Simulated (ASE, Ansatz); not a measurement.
**Convergence of a linear-scaling basis for twisted silicene bilayer, 9.43° (148 atoms)**

Wanted: errors and times of a linear-scaling basis for twisted silicene bilayer, 9.43° (148 atoms). A setting counts as converged where the r.m.s. difference of forces stays under 1 % of the r.m.s. force.

Calculated with Ansatz 0.2.0; Kohn-Sham DFT, PBE+D3(BJ), PAW (set soft_2), plane waves.

## 1. The structure

The cell holds 148 atoms: 148 Si. Its edges and angles: a = 23.480 Å, b = 23.479 Å, c = 18.140 Å, α = 90.0°, β = 90.0°, γ = 120.0°. It derives from Si (silicene). Silicene (a = 3.86 Å) under silicene (a = 3.86 Å), bilayer, commensurate cell of 37 unit cells a layer, twist 9.43 deg; facing planes 3.26 Å apart; 14 Å of vacuum; layers as built, displaced by a Gaussian of 0.01 Å. Regions: layer 1, 74 atoms (74 Si); layer 2, 74 atoms (74 Si). Vacuum lies along c.

What the set-up can't give: Beside vacuum, support functions can miss their usual error bounds without a warning. The Brillouin zone is sampled at Γ only, in a cell whose shortest periodic width is 20 Å.

## 2. Plane-wave single point

This run is the reference for what follows, at a cutoff of 420 eV.

File input.yaml:

```yaml
crystal:
  lattice:
    - [23.4795, 0.0, 0.0]
    - [-11.73975, 20.33384, 0.0]
    - [0.0, 0.0, 18.14]
  atoms:
    - { symbol: Si, position: [0.11681, 0.82824, 0.40975] }
    - { symbol: Si, position: [0.12561, 0.73817, 0.38662] }
    - { symbol: Si, position: [0.19836, 0.01843, 0.40989] }
    - { symbol: Si, position: [0.20691, 0.92719, 0.385] }
    - { symbol: Si, position: [0.14408, 0.5576, 0.41056] }
    - { symbol: Si, position: [0.15279, 0.46816, 0.38513] }
    - { symbol: Si, position: [0.22537, 0.7477, 0.40931] }
    - { symbol: Si, position: [0.23361, 0.65779, 0.38654] }
    - { symbol: Si, position: [0.30678, 0.9371, 0.41062] }
    - { symbol: Si, position: [0.31501, 0.84776, 0.38585] }
    - { symbol: Si, position: [0.09032, 0.09885, 0.4106] }
    - { symbol: Si, position: [0.09921, 0.00856, 0.38673] }
    - { symbol: Si, position: [0.17194, 0.28888, 0.40987] }
    - { symbol: Si, position: [0.17986, 0.1978, 0.38731] }
    - { symbol: Si, position: [0.25285, 0.47816, 0.41003] }
    - { symbol: Si, position: [0.26121, 0.38744, 0.38665] }
    - { symbol: Si, position: [0.33418, 0.66659, 0.41043] }
    - { symbol: Si, position: [0.34219, 0.57635, 0.3865] }
    - { symbol: Si, position: [0.41461, 0.85635, 0.41016] }
    - { symbol: Si, position: [0.42449, 0.76658, 0.38622] }
    - { symbol: Si, position: [0.49574, 0.04537, 0.41033] }
    - { symbol: Si, position: [0.50449, 0.95482, 0.38632] }
    - { symbol: Si, position: [0.27947, 0.20746, 0.41055] }
    - { symbol: Si, position: [0.28744, 0.11641, 0.3853] }
    - { symbol: Si, position: [0.36035, 0.39636, 0.41117] }
    - { symbol: Si, position: [0.36961, 0.30661, 0.38569] }
    - { symbol: Si, position: [0.44143, 0.58538, 0.41038] }
    - { symbol: Si, position: [0.45091, 0.49643, 0.38635] }
    - { symbol: Si, position: [0.52312, 0.77474, 0.41035] }
    - { symbol: Si, position: [0.53198, 0.68521, 0.38621] }
    - { symbol: Si, position: [0.60379, 0.96381, 0.4109] }
    - { symbol: Si, position: [0.61231, 0.87377, 0.38584] }
    [... 110 atom lines left out ...]
    - { symbol: Si, position: [0.55202, 0.09225, 0.6143] }
    - { symbol: Si, position: [0.54315, 0.99351, 0.5897] }
    - { symbol: Si, position: [0.66025, 0.28013, 0.61409] }
    - { symbol: Si, position: [0.65205, 0.18258, 0.58922] }
    - { symbol: Si, position: [0.63358, 0.98376, 0.61445] }
    - { symbol: Si, position: [0.62449, 0.88428, 0.58894] }
kpoints:
  mp_grid: { grid: [1, 1, 1] }
hamiltonian:
  xc: pbe
  dispersion: d3bj
scf:
  occupations: { method: fermi_dirac, width: 0.025 }
output:
  forces: true
  populations: true
  dos:
    method: { smearing: { sigma: 0.08 } }
    de: 0.1
    projected:
      site_lists:
        Si: [Si]
        layer_1: [0, 1, 2, 3, 4, 5, 6, 7, 8, 9, 10, 11, 12, 13, 14, 15, 16, 17, 18, 19, 20, 21, 22, 23, 24, 25, 26, 27, 28, 29, 30, 31, 32, 33, 34, 35, 36, 37, 38, 39, 40, 41, 42, 43, 44, 45, 46, 47, 48, 49, 50, 51, 52, 53, 54, 55, 56, 57, 58, 59, 60, 61, 62, 63, 64, 65, 66, 67, 68, 69, 70, 71, 72, 73]
        layer_2: [74, 75, 76, 77, 78, 79, 80, 81, 82, 83, 84, 85, 86, 87, 88, 89, 90, 91, 92, 93, 94, 95, 96, 97, 98, 99, 100, 101, 102, 103, 104, 105, 106, 107, 108, 109, 110, 111, 112, 113, 114, 115, 116, 117, 118, 119, 120, 121, 122, 123, 124, 125, 126, 127, 128, 129, 130, 131, 132, 133, 134, 135, 136, 137, 138, 139, 140, 141, 142, 143, 144, 145, 146, 147]
  eigenvalues: true
  write_density: true
  write_potential: true
  volumetric_format: npy
```

Launch:

```
$ ansatz run input.yaml --threads 8 --pin off --max-ram 15872MiB --backend cpu --events-out ev --progress --plain --runs-dir out
```

Numbers of over 12 decimals in the logs are rounded to 6 here.

The program printed:

```text
Engine: ansatz 0.2.0, aarch64-unknown-linux-gnu
Pseudopotentials: kind: paw
Pseudopotential: Si, paw, valence charge 4, recommended cutoff 420 eV (normal), Si.paw.azcp
[... 5 lines on functional and potentials left out ...]
Crystal: 148 atoms, lattice volume = 8660.551 Å³
Basis set: ecut = 420 eV, 169381 PW (Γ), exchange–correlation on 320×320×250 points (8 copies of the dense FFT grid, shifted against one another)
Bands: 444, of which v1, the nominal top of the filled ones, is band 296 counted from 1 (295 counted from 0)
Symmetry: 1 space group operations
Space group: P1 (ITA 1), of the structure as read, at distance tolerance 2.1e-4 Å
k-points: 1
[... 3 lines on functional and potentials left out ...]
Initial density: superposition of atomic densities (neutral atoms: chi_scale 0, normalization atom), corrected by the library's trained network
Initial wavefunctions: pseudopotential atomic-orbital guess
Functional: x = pbe(κ = 0.804, μ = 0.219515), c = pbe(β = 0.066725)
SCF iter   1: F=—  HF=-94046.075469 eV  |F-HF|=—  |Δ(HF+E_count)|=         —  Δρ=1.97e-3  dr2=2.60e0  ethr=1.77e-3  ⟨swp⟩=7.0  Hψ=2305  notcnv=0  defer=104
preconditioner: auto → LDOS  [insulator: Δε(μ)=0.057 eV  Ē_g=7.046 eV  σ=0.025 eV  W_gap=0.51  n_scr=742 (ndim 8)  ℏωp=9.7 eV  f_vac=0.528  D(μ)=48.64/eV (n_scr^D=148)  ε∞_Penn≈2.9  β→1.0]
SCF iter   2: F=—  HF=-94046.054991 eV  |F-HF|=—  |Δ(HF+E_count)|=   2.05e-2  Δρ=9.00e-4  dr2=4.63e-1  ethr=4.40e-4  ⟨swp⟩=3.0  Hψ=823  notcnv=0  defer=127
SCF iter   3: F=—  HF=-94046.006066 eV  |F-HF|=—  |Δ(HF+E_count)|=   4.89e-2  Δρ=2.91e-4  dr2=6.14e-2  ethr=7.82e-5  ⟨swp⟩=4.0  Hψ=554  notcnv=0  defer=127
SCF iter   4: F=—  HF=-94046.004692 eV  |F-HF|=—  |Δ(HF+E_count)|=   1.37e-3  Δρ=1.03e-4  dr2=3.30e-3  ethr=1.04e-5  ⟨swp⟩=3.0  Hψ=613  notcnv=0  defer=127
SCF iter   5: F=—  HF=-94046.004534 eV  |F-HF|=—  |Δ(HF+E_count)|=   1.58e-4  Δρ=3.61e-5  dr2=5.89e-4  ethr=5.58e-7  ⟨swp⟩=2.0  Hψ=613  notcnv=0  defer=127
SCF iter   6: F=—  HF=-94046.004487 eV  |F-HF|=—  |Δ(HF+E_count)|=   4.77e-5  Δρ=1.41e-5  dr2=1.06e-4  ethr=9.94e-8  ⟨swp⟩=2.0  Hψ=519  notcnv=0  defer=127
SCF iter   7: F=—  HF=-94046.004494 eV  |F-HF|=—  |Δ(HF+E_count)|=   7.18e-6  Δρ=6.04e-6  dr2=2.16e-5  ethr=1.80e-8  ⟨swp⟩=2.0  Hψ=540  notcnv=0  defer=127
SCF iter   8: F=—  HF=-94046.004372 eV  |F-HF|=—  |Δ(HF+E_count)|=   1.22e-4  Δρ=2.87e-6  dr2=4.55e-6  ethr=3.65e-9  ⟨swp⟩=2.0  Hψ=746  notcnv=0  defer=127
SCF iter   9: F=—  HF=-94046.004373 eV  |F-HF|=—  |Δ(HF+E_count)|=   3.61e-7  Δρ=1.19e-6  dr2=7.57e-7  ethr=7.68e-10  ⟨swp⟩=3.0  Hψ=586  notcnv=0  defer=127
SCF iter  10: F=—  HF=-94046.004373 eV  |F-HF|=—  |Δ(HF+E_count)|=   3.01e-8  Δρ=5.72e-7  dr2=1.91e-7  ethr=1.28e-10  ⟨swp⟩=2.0  Hψ=478  notcnv=0  defer=127
SCF iter  11: F=-94046.004373 eV  HF=-94046.004373 eV  |F-HF|=3.10e-8  |Δ(HF+E_count)|=   1.03e-8  Δρ=2.93e-7  dr2=5.10e-8  ethr=1.69e-11  ⟨swp⟩=30.0  Hψ=5273  notcnv=0
SCF 1 converged in 11 iterations: F = -94046.004373 eV  dr2 = 5.10e-8
  greatest PAW one-centre occupation: 0.651 electrons in one spin orbital (limit 2), on the Si atom at site 23 (counted from 0), in its partial waves of l = 0
SCF converged after 11 iterations
Free energy (F): -94046.004373 eV
Harris-Foulkes:  -94046.004373 eV  (|F-HF|=3.10e-8)
Internal energy: -94045.861129 eV  (E = F + TS)
E sigma→0 (E₀):  -94045.932751 eV
Entropy (-TS):   -0.143244 eV (-0.968 meV/atom)
Fermi energy:    -0.865143 eV
--- Per-component energies (eV) ---
  E_band       = -3467.686815
  E_kinetic    = 5784.430932
  E_local      = -84742.897350  (includes V_loc(G=0)·N_el)
  E_nonlocal   = 3871.988365
  E_hartree    = 39361.435328
  E_xc         = -8050.248093
  E_vxc        = -6753.144950  (∫ρ·V_xc dr)
  E_paw        = -75876.631519  (= ΣΔE_a)
  E_vpaw       = -350.937565  (= ΣTr[D̂ρ^β])
  E_aug_tail   = 0.000945  (compensation charges beyond the density's cutoff)
  E_ewald      = 25646.373036
  E_disp       = -40.312771  (pairwise vdW)
  E_smearing   = -0.143244  (= −TS)
  E_closure    = -0.000000  (closes the sum)
  Σ components = -94046.004373   (vs F -94046.004373, Δ=0.00e0)
--- Forces (eV/Å), atoms counted from 1 ---
  atom   1  Si     0.01485393     0.03402253     0.39425929
  atom   2  Si     0.22467021     0.05621254    -0.15346194
  atom   3  Si     0.10094438    -0.40848886     0.25208928
  atom   4  Si     0.14974810     0.28422927    -0.01373699
  atom   5  Si    -0.22134636     0.14284427     0.52325441
  atom   6  Si     0.24947240    -0.21346121    -0.12012328
  atom   7  Si    -0.16790060     0.08158465     0.44779973
  atom   8  Si     0.51555728    -0.24167852    -0.09859664
  atom   9  Si    -0.41486730    -0.02623638     0.32324633
  atom  10  Si     0.49713631    -0.25848610    -0.13405431
  atom  11  Si    -0.04863202    -0.03117879     0.24106074
  atom  12  Si    -0.14211552    -0.01194381    -0.09848762
  atom  13  Si    -0.07444843    -0.16727819     0.34955248
  atom  14  Si     0.09682716     0.04314452    -0.11216941
[...]
atom 147  Si    -0.13405293    -0.26100787     0.12127261
  atom 148  Si    -0.13137984     0.07452744    -0.20500943
  max |Σ_I F_I| component: 3.76e-5 eV/Å
--- Band table (eV) ---
  k-point 0: bands = ["-12.2115", "-11.9234", "-11.9089", "-11.9037", [... 428 levels ...], "2.3358", "2.3417", "2.3591", "2.3681", "2.3855", "2.3864", "2.3999", "2.4058", "2.4167", "2.8942", "2.9029", "2.9889"]
--- Löwdin populations: 148 sites ---
  site symbol       q [e]
     0     Si      3.9590
     1     Si      3.9477
     2     Si      3.9781
[...]
147     Si      3.9379
  spilling = 0.012270 (of n_electrons = 592.000000)
```

The job ended after 96 s (8 threads of Arm Neoverse V2, shared host; peak memory 9.8 GiB; 12 min of CPU time).

Reading the cycles: dr2 is the Hartree energy of the density residual (eV), the measure of convergence; HF is the Harris–Foulkes estimate of the energy, which meets the free energy F at convergence.

Numbers from this run:

```
free energy                                   : -94046.0044 eV
free energy per atom                          : -635.4460 eV/atom
SCF cycles                                    : 11
r.m.s. force component                        : 0.2333 eV/Å
longest force                                 : 0.8716 eV/Å
Fermi energy                                  : -0.8651 eV
levels partly filled by over 2 per cent       : 8
potential in mid-vacuum, over the Fermi level : 4.694 eV
potential 4.5 Å over the upper face           : 4.695 eV
potential 4.5 Å under the lower face          : 4.693 eV
spilling of the projection                    : 0.01227
```

Length of the force by element:

```csv
element,coordination,atoms,mean length of the force (eV/Å),spread,least,most
Si,all,148,0.377,0.146,0.133,0.872
```

The mean of these charges, 0.049 e, is only the charge that the projection spills.

Löwdin charges by element (they lack the spilled electrons, 0.049 e an atom on average):

| element | coordination | atoms | mean charge (e) | spread | least | most |
| --- | --- | --- | --- | --- | --- | --- |
| Si | all | 148 | 0.0491 | 0.0146 | 0.0158 | 0.0839 |

By region:

```csv
region,atoms,mean length of the force (eV/Å)
layer 1,74,0.389
layer 2,74,0.364
```

Density of states as counts of states in windows of 1 eV (from the Fermi level), total and the larger projections:

```csv
from (eV),to (eV),total,Si p,layer 2,layer 1,Si s
-12,-11,10.9,1.2,5.3,5.5,9.6
-11,-10,50.7,10.6,25.0,25.2,39.7
-10,-9,49.1,14.2,24.3,24.4,34.4
-9,-8,37.4,12.1,18.8,18.3,25.0
-8,-7,32.5,15.8,15.8,16.3,16.4
-7,-6,39.5,20.8,19.7,19.2,18.2
-6,-5,35.2,19.7,17.1,17.7,15.1
-5,-4,38.8,32.4,19.5,18.8,5.9
-4,-3,85.2,75.8,41.8,42.3,8.3
-3,-2,82.7,78.6,41.0,40.7,3.1
-2,-1,91.3,87.4,45.1,44.9,2.6
-1,0,38.7,35.8,19.1,19.0,2.3
0,1,37.2,33.1,17.6,17.7,2.2
1,2,107.0,72.0,48.3,48.2,24.5
2,3,103.3,65.7,42.8,43.3,20.4
```

The curve was stored every 0.100 eV, coarse against its broadening of 0.08 eV, so these counts are rough.

The levels nearest the highest filled one (over half full), pooled over k-points and spins:

```
level less the highest filled one (eV)  occupation
                               -0.0656        1.97
                               -0.0571        1.95
                               -0.0343        1.89
                                -0.015        1.78
                               -0.0128        1.76
                                     0        1.63
                                0.0516       0.714
                                0.0909       0.206
                                 0.132       0.043
                                 0.141       0.031
                                 0.152       0.019
                                 0.163       0.013
```

Planar average of the electrostatic potential energy along the normal, with the Fermi level as zero, after a running mean with a triangular window 4 Å wide at its base:

```csv
height (Å),potential energy (eV)
0.0,4.69
0.6,4.69
1.0,4.69
1.6,4.69
2.0,4.69
2.6,4.69
3.0,4.68
3.6,4.64
4.1,4.53
4.6,4.00
5.1,2.93
5.7,0.39
6.2,-2.78
6.7,-4.87
7.3,-6.05
7.7,-5.27
8.3,-2.98
8.7,-1.54
9.3,-1.27
9.7,-2.42
10.3,-4.76
10.7,-5.93
11.3,-5.38
11.8,-3.53
12.3,-0.38
12.9,2.41
13.4,3.73
13.9,4.46
14.4,4.62
14.9,4.68
15.4,4.69
16.0,4.69
16.4,4.69
17.0,4.69
17.4,4.69
18.0,4.69
```

Valence density in the ca plane at fractional y = 0.018, with atoms of Si within 0.2 Å of it. It is the smooth field of the valence electrons, not physical close to the nuclei.

Ten even steps from '0' (0.00 e/Å³) to '9' (0.54 e/Å³), each cell a mean:
```
00000000000000012222101257884200000000000000
00000000000000136886311124553100000000000000
00000000000000125665310011221000000000000000
00000000000000135653100135653100000000000000
00000000000000258984210136985210000000000000
00000000000000125664210012332100000000000000
00000000000000012322100123332100000000000000
00000000000000135653100136985210000000000000
00000000000000136985210125775310000000000000
00000000000000012332100135653100000000000000
00000000000000012221101356674100000000000000
00000000000000136875311135653100000000000000
00000000000000125766410001110000000000000000
00000000000000136874210011221000000000000000
00000000000001355564200125555310000000000000
00000000000000135553100136656410000000000000
00000000000000000110001258995200000000000000
00000000000000001111001354354200000000000000
00000000000000124545311123432100000000000000
00000000000000136556420000000000000000000000
00000000000000248995210012222100000000000000
00000000000001354354200136666410000000000000
00000000000000124542100135665310000000000000
00000000000000000110000246763100000000000000
```
Columns run along c (18.1 Å), rows up along a (23.5 Å). Atoms in or near the plane, at fractional coordinates: Si at (0.41, 0.20), Si at (0.39, 0.10), Si at (0.59, 0.27), Si at (0.61, 0.36).

Electrostatic potential energy in the ca plane at fractional y = 0.018, with atoms of Si within 0.2 Å of it. With pseudopotentials it is smooth inside the atoms' cores, unlike the true potential.

Ten even steps from '0' (-26 eV) to '9' (4 eV), each cell a mean:
```
99999999999999998889999851137999999999999999
99999999999999986224799988778999999999999999
99999999999999986324799999889999999999999999
99999999999999976568999987778999999999999999
99999999999999863257999987657899999999999999
99999999999999987777899998778999999999999999
99999999999999998888999988789999999999999999
99999999999999986578999987557899999999999999
99999999999999987667899986214799999999999999
99999999999999998888999986678999999999999999
99999999999999998889999840027999999999999999
99999999999999987546899975568999999999999999
99999999999999985102799999999999999999999999
99999999999999986567999999889999999999999999
99999999999999730016899984213799999999999999
99999999999999875468999973001689999999999999
99999999999999999999999863347899999999999999
99999999999999999889999720005899999999999999
99999999999999985213689986678999999999999999
99999999999999973001589999999999999999999999
99999999999999874347899998888999999999999999
99999999999999720005899984102699999999999999
99999999999999986578999985223799999999999999
99999999999999999999999874358999999999999999
```
Columns run along c (18.1 Å; values clipped at the 3rd and 97th percentile), rows up along a (23.5 Å). Atoms in or near the plane, at fractional coordinates: Si at (0.41, 0.20), Si at (0.39, 0.10), Si at (0.59, 0.27), Si at (0.61, 0.36).

Löwdin charges run from +0.02 to +0.08 e, about a mean that is the spilled charge alone. Within 0.4 eV of the Fermi level the largest share is Si p (95 % of the projected weight). The potential stands 4.70 eV above the Fermi level over the upper face and 4.69 eV under the lower one, a reading of the work function, with no dipole correction.

## 3. Local order

Bonds and neighbours are counted at the geometry of the runs.

Normalised to the volume that the atoms fill. Pair distribution function in bins of 0.2 Å:

```
r (Å)  total
 2.20   4.53
 2.40   0.08
 2.60   0.00
 2.80   0.00
 3.00   0.00
 3.20   0.04
 3.40   0.11
 3.60   0.09
 3.80   3.51
 4.00   0.28
 4.20   0.36
 4.40   1.46
 4.60   0.40
 4.80   0.32
 5.00   0.33
 5.20   0.29
 5.40   0.29
 5.60   0.28
 5.80   0.51
 6.00   1.38
 6.20   0.25
 6.40   0.25
 6.60   1.10
 6.80   0.40
 7.00   0.23
 7.20   0.22
 7.40   0.21
 7.60   0.26
```

Bonds by pair of elements; cutoffs follow the first minimum of g(r), held within bounds set by covalent radii, and pairs that aren't listed don't count as bonded:

```
pair A-B  cutoff (Å)  bonds  mean length (Å)  spread (Å)  shortest (Å)  B about A  A about B
   Si-Si        2.68    222             2.27       0.014          2.23          3          3
```

How many atoms have how many bonded neighbours:

| element | mean | 3 |
| --- | --- | --- |
| Si | 3 | 148 |

Bond angles (no mean is given where the spread exceeds 20°):

| angle | count | mean (°) | spread (°) |
| --- | --- | --- | --- |
| Si-Si-Si | 444 | 116 | 0.6 |

With the cutoffs above, all Si atoms have 3 bonded neighbours. The Si-Si-Si angle averages 116° with a spread of 0.6°.

[end of part 1 of 2]

[Logs are printed without paths, hosts, clocks, repeated set-up lines and the standing remarks that a program may print on its own settings, such as how far it seeks lower states.]

[Hosts, paths, dates, database ids (printed as entryN), source tags and the programs' standing remarks are cut or masked in the printed files.]
